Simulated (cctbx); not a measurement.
# Accept or mend?

Cell a = 3.9430 Å, b = 3.9780 Å, c = 7.6440 Å, α = 90.00°, β = 90.00°, γ = 90.00°; space group Pmmm (no. 47).

Simulated single-crystal data (cctbx): Mo Kα, λ = 0.71073 Å, to d = 0.75 Å, 80 % of the full sphere, strongest reflection 5000 counts, noise from counting, a 4 % proportional error and a noise floor of 4 counts (s.d.); no absorption, and some extinction, which the refinements don't model.

An anisotropic refinement with weights 1/σ² prints:

```text
Rint 0.037, 209 unique reflections to 0.75 A
cycle     R1     wR2    GooF  max shift (A)
   1  0.3137  0.6239  17.272   0.05629
   6  0.0708  0.1400   3.876   0.00012
final R1 0.0708 wR2 0.1400 GooF 3.876  parameters 21  data/parameter 10.0
atom        x        y        z      Ueq    occ   su(xyz)  su(Uiso or U11)
Pr1    0.50000  0.50000  0.50000   0.0011  1.000  0.00000  0.0010
Ba1    0.50000  0.50000  0.00000   0.0043  1.000  0.00000  0.0012
Co1    0.00000  0.00000  0.74140   0.0037  1.000  0.00054  0.0016
O1     0.50000  0.00000  0.68036   0.0090  1.000  0.00256  0.0107
Fe1    0.00000  0.50000  0.69627   0.3686  1.000  0.00683  0.0275
O2     0.00000  0.00000  0.00000   0.0169  1.000  0.00000  0.0174
difference map: max 14.08 min -5.16 rms 0.89
Q1    0.0000  0.5000  0.3101    2   14.09  0.05 A from Fe1
Q2    0.5000  0.5000  0.5000    1    3.16  0.00 A from Pr1
Q3    0.0000  0.0000  0.0000    1    2.47  0.00 A from O2
Q4    0.5000  0.0000  0.2724    2    1.78  0.36 A from O1
Q5    0.0000  0.5000  0.0000    1    1.60  1.97 A from Ba1
Q6    0.5000  0.0000  0.0754    2    1.56  1.87 A from O1
```

**Question.** Can this result stand? If not, what is the likely fault?

Mend it. The fault: wrong element: Fe1 is O. Against the right model at the same level, R1 goes from 0.0156 to 0.0708 and GooF from 0.94 to 3.88, U of Fe1 swells from 0.0082 to 0.3686 Å² and the top difference peak, 14.1 e/Å³, lies on Fe1. Fe1 has 18 electrons too many and its U swells to shed them, as expected.

The compound is BaPrCo2O5. The right model at the same level gives:

```text
Rint 0.037, 209 unique reflections to 0.75 A
cycle     R1     wR2    GooF  max shift (A)
   1  0.0247  0.0528   1.462   0.00306
   2  0.0156  0.0340   0.941   0.00000
final R1 0.0156 wR2 0.0340 GooF 0.941  parameters 21  data/parameter 10.0
atom        x        y        z      Ueq    occ   su(xyz)  su(Uiso or U11)
Pr1    0.50000  0.50000  0.50000   0.0017  1.000  0.00000  0.0002
Ba1    0.50000  0.50000  0.00000   0.0047  1.000  0.00000  0.0003
Co1    0.00000  0.00000  0.74141   0.0050  1.000  0.00014  0.0004
O1     0.50000  0.00000  0.68022   0.0083  1.000  0.00066  0.0022
O2     0.00000  0.50000  0.69233   0.0082  1.000  0.00066  0.0022
O3     0.00000  0.00000  0.00000   0.0090  1.000  0.00000  0.0034
difference map: max 1.09 min -1.43 rms 0.26
Q1    0.5000  0.2598  0.5000    2    1.16  0.96 A from Pr1
Q2    0.0000  0.3132  0.5000    2    1.02  1.65 A from O2
Q3    0.3345  0.3188  0.0000    4    0.93  0.97 A from Ba1
Q4    0.2383  0.0000  0.3592    4    0.82  1.08 A from O1
Q5    0.0000  0.0000  0.3602    2    0.76  0.78 A from Co1
Q6    0.1421  0.3200  0.0000    4    0.68  1.39 A from O3
```

This is a model crystal, built by substitution and not relaxed, with assumed displacement parameters.

[Middle refinement cycles are left out of these outputs.]

[Logs are printed without paths, hosts, clocks, repeated set-up lines and the standing remarks that a program may print on its own settings, such as how far it seeks lower states.]
